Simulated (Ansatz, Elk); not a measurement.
# InPb3C: X-ray structure factors from the self-consistent density

The structure of InPb3C used here is made up (a known structure type with other elements) and was relaxed beforehand with r2SCAN. The aim is the Fourier transform of its all-electron density, F(hkl), set beside the sum over free spherical atoms that refinements use.

Calculated with Elk 11.2.3 (patched build); DFT, PBE, all-electron APW+lo, Dirac cores, scalar-relativistic bands, static density, no spin.

This account leaves out most program logs.

The structure was built from a prototype and need not be the compound's stable phase.

## Step 1: Set-up

The structure is cubic, space group Pm-3m (No. 221). The conventional cell has a = 5.084 Å, b = 5.084 Å, c = 5.084 Å, α = 90.00°, β = 90.00°, γ = 90.00°. Nearest to Pb lie 2 C at 2.54 Å and 4 In at 3.59 Å and 8 Pb at 3.59 Å. Nearest to In lie 12 Pb at 3.59 Å. Nearest to C lie 6 Pb at 2.54 Å. Farther neighbours are not listed.

## Step 2: Ground state and structure factors

An all-electron density is needed, since X-rays see the cores too. Task 0 finds the density and task 195 Fourier-transforms it; tshift is off so that phases refer to the origin typed.

File elk.in:

```
tasks
  0
  195

xctype
  20

spinpol
  .false.

rgkmax
  7.0

gmaxvr
  14.0

lmaxo
  7

lmaxapw
  8

swidth
  0.002

tshift
  .false.

ramdisk
  .false.

hmaxvr
  5.5

maxscl
  120

epspot
  1e-06

sppath
  './'

avec
  9.60645391508 -0.00000000000 -0.00000000000
  -0.00000000000 9.60645391508 -0.00000000000
  -0.00000000000 -0.00000000000 9.60645391508

atoms
  3
  'Pb.in'
  3
  0.0000000000 0.5000000000 0.5000000000   0.000000 0.000000 0.000000
  0.5000000000 0.0000000000 0.5000000000   0.000000 0.000000 0.000000
  0.5000000000 0.5000000000 0.0000000000   0.000000 0.000000 0.000000
  'In.in'
  1
  -0.0000000000 -0.0000000000 -0.0000000000   0.000000 0.000000 0.000000
  'C.in'
  1
  0.5000000000 0.5000000000 0.5000000000   0.000000 0.000000 0.000000

ngridk
  5 5 5
```

Command:

```sh
$ OMP_NUM_THREADS=4 elk
```

Wall time 24 s (4 threads of AMD EPYC 9B14 (Zen 4), shared host); peak memory 0.25 GiB.

SFACRHO.OUT:

```text

h k l indices transformed by vhmat matrix:
   1.000000000       0.000000000       0.000000000    
   0.000000000       1.000000000       0.000000000    
   0.000000000       0.000000000       1.000000000    

      h      k      l  multipl.   |H|            Re(F)            Im(F)           |F|

      0      0      0      1   0.0000000       301.00000      0.33807509E-15   301.00000    
      0      0      1      6  0.65405876      -37.260456      0.19639733E-13   37.260456    
      0     -1      1     12  0.92497876      -26.471559     -0.36223095E-14   26.471559    
     -1     -1     -1      8   1.1328630       252.79002      0.50961369E-13   252.79002    
      0      0     -2      6   1.3081175       252.72257      0.34963477E-13   252.72257    
     -1     -2      0     24   1.4625198      -32.887521     -0.17709500E-13   32.887521    
     -2      1      1     24   1.6021102      -25.942506     -0.32576850E-13   25.942506    
     -2      2      0     12   1.8499575       227.86556      0.67474673E-14   227.86556    
     -2      1     -2     24   1.9621763      -30.261272      0.14353108E-13   30.261272    
     -3      0      0      6   1.9621763      -30.324896     -0.46677337E-13   30.324896    
      0      3     -1     24   2.0683154      -25.046242     -0.52569556E-15   25.046242    
      3     -1      1     24   2.1692675       209.84939     -0.46078508E-13   209.84939    
      2      2      2      8   2.2657260       210.53173     -0.88142144E-13   210.53173    
      0      3     -2     24   2.3582424      -28.629966      0.42679777E-13   28.629966    
     -3      1      2     48   2.4472638      -24.176663      0.27694696E-13   24.176663    
      4      0      0      6   2.6162350       197.26238     -0.54990861E-13   197.26238    
     -1      0      4     24   2.6967533      -27.379323     -0.12574391E-13   27.379323    
      2     -3     -2     24   2.6967533      -27.353143     -0.35324372E-13   27.353143
```

Elk indexes on the primitive cell of elk.in and gives |H| = 4π sin θ/λ in inverse bohr. Below, one row stands for each form hkl of the conventional cell (m members, Friedel mates merged), F is for one primitive cell and the density is static (no thermal factor). Free-atom factors are Waasmaier and Kirfel's, and R is Σm||F|−|F'||/Σm|F|.

| hkl | m | sin θ/λ (Å⁻¹) | abs F, DFT | neutral atoms | diff. |
| --- | --- | --- | --- | --- | --- |
| 100 | 6 | 0.098 | 37.261 | 37.239 | +0.021 |
| 110 | 12 | 0.139 | 26.472 | 26.796 | -0.324 |
| 111 | 8 | 0.170 | 252.790 | 253.302 | -0.512 |
| 200 | 6 | 0.197 | 252.723 | 252.844 | -0.121 |
| 210 | 24 | 0.220 | 32.888 | 32.730 | +0.158 |
| 211 | 24 | 0.241 | 25.942 | 25.909 | +0.033 |
| 220 | 12 | 0.278 | 227.866 | 227.927 | -0.061 |
| 221 | 24 | 0.295 | 30.261 | 30.293 | -0.032 |
| 300 | 6 | 0.295 | 30.325 | 30.293 | +0.032 |
| 310 | 24 | 0.311 | 25.046 | 24.999 | +0.048 |
| 311 | 24 | 0.326 | 209.849 | 209.808 | +0.041 |
| 222 | 8 | 0.341 | 210.532 | 210.556 | -0.024 |
| 320 | 24 | 0.355 | 28.630 | 28.647 | -0.017 |
| 321 | 48 | 0.368 | 24.177 | 24.140 | +0.036 |

## Step 3: The highest occupied states alone

An energy window below the Fermi level keeps the highest occupied states, to see at which angles they scatter; shallow core shells can lie inside it and anion s states outside. No new self-consistency is needed.

Changes to elk.in since step 2:

```diff
@@ -1,3 +1,2 @@
 tasks
-  0
   195
@@ -40,2 +39,5 @@
 
+wsfac
+  -0.344310 0.506930
+
 sppath
```

Command:

```sh
$ OMP_NUM_THREADS=4 elk
```

Wall time 11 s (4 threads); peak memory 0.17 GiB; 14 s of CPU time.

States within 15 eV below the Fermi level hold 29.00 electrons; any levels below the window count with the cores. Their amplitudes can exceed the total, where window and core parts have opposite phase:

| hkl | sin θ/λ (Å⁻¹) | abs F, window | abs F, all |
| --- | --- | --- | --- |
| 100 | 0.098 | 5.034 | 37.261 |
| 110 | 0.139 | 10.149 | 26.472 |
| 111 | 0.170 | 6.841 | 252.790 |
| 200 | 0.197 | 8.920 | 252.723 |
| 210 | 0.220 | 3.993 | 32.888 |
| 211 | 0.241 | 6.062 | 25.942 |
| 220 | 0.278 | 4.440 | 227.866 |
| 221 | 0.295 | 2.991 | 30.261 |
| 300 | 0.295 | 2.956 | 30.325 |
| 310 | 0.311 | 3.737 | 25.046 |

## Step 4: Another functional

The difference from free atoms is small, so it is set against the change that LDA (Perdew-Wang) makes.

Changes to elk.in since step 3:

```diff
@@ -1,2 +1,3 @@
 tasks
+  0
   195
@@ -4,3 +5,3 @@
 xctype
-  20
+  3
 
@@ -39,5 +40,2 @@
 
-wsfac
-  -0.344310 0.506930
-
 sppath
```

Command:

```sh
$ OMP_NUM_THREADS=4 elk
```

The job ended after 13 s (4 threads; peak memory 0.18 GiB; 27 s of CPU time).

Against the first run R = 0.02 %; the largest change is -0.059 at 220.

## Step 5: Basis size

The basis and the expansions that go with it are enlarged, to see whether the differences are converged.

Changes to elk.in since step 4:

```diff
@@ -5,3 +5,3 @@
 xctype
-  3
+  20
 
@@ -11,12 +11,12 @@
 rgkmax
-  7.0
+  8.5
 
 gmaxvr
-  14.0
+  18.0
 
 lmaxo
-  7
+  9
 
 lmaxapw
-  8
+  10
```

Command:

```sh
$ OMP_NUM_THREADS=4 elk
```

Wall time 55 s (4 threads); peak memory 0.48 GiB.

Against the first run R = 0.01 %; the largest change is -0.016 at 311.

## Step 6: Settings against the effect

| run | R against the first run (%) | R against neutral atoms, low angle (%) | wall time |
| --- | --- | --- | --- |
| PBE, rgkmax 7 | 0.00 | 0.17 | 24 s |
| LDA (Perdew-Wang) | 0.02 | 0.17 | 13 s |
| rgkmax 8.5 with larger expansions | 0.01 | 0.16 | 55 s |

## Step 7: Outcome

```
R against neutral atoms, sin θ/λ < 0.3 Å⁻¹ : 0.17 %
R against neutral atoms, 0.3 to 0.82 Å⁻¹   : 0.07 %
```

In words: Independent neutral atoms miss the calculated amplitudes by R = 0.17 % below 0.3 Å⁻¹ and 0.07 % from there to 0.82 Å⁻¹; by shells, 0.74 % below 0.15 Å⁻¹ (2 forms), 0.13 % 0.15 to 0.3 (7 forms), 0.03 % 0.3 to 0.45 (12 forms), 0.08 % above 0.45 (70 forms). Bonding, aspherical density and the tables' own atoms all enter these figures, and the runs don't part them. The largest change of an amplitude is -0.51 electrons, at 111. The window's part falls from 29.0 electrons at the origin to at most 0.80 between 0.45 and 0.82 Å⁻¹, where compact states inside the window still scatter. The window holds more than the 19 outer electrons of the free atoms, so shallow core shells lie inside it. Below 0.3 Å⁻¹ the changes that finished (LDA (Perdew-Wang) and rgkmax 8.5 with larger expansions) move F by R = 0.02 % at most, against the 0.17 % that separates it from free atoms. The k-mesh has no finished test. Spin-orbit coupling is left out, which can matter for elements this heavy. Part of the difference isn't bonding: the tables are fits to free atoms and ions calculated by other methods than this functional. Thermal motion, anomalous dispersion and extinction are left out.

[Logs are printed without paths, hosts, clocks, repeated set-up lines and the standing remarks that a program may print on its own settings, such as how far it seeks lower states.]

[Hosts, paths, dates, database ids (printed as entryN), source tags and the programs' standing remarks are cut or masked in the printed files.]
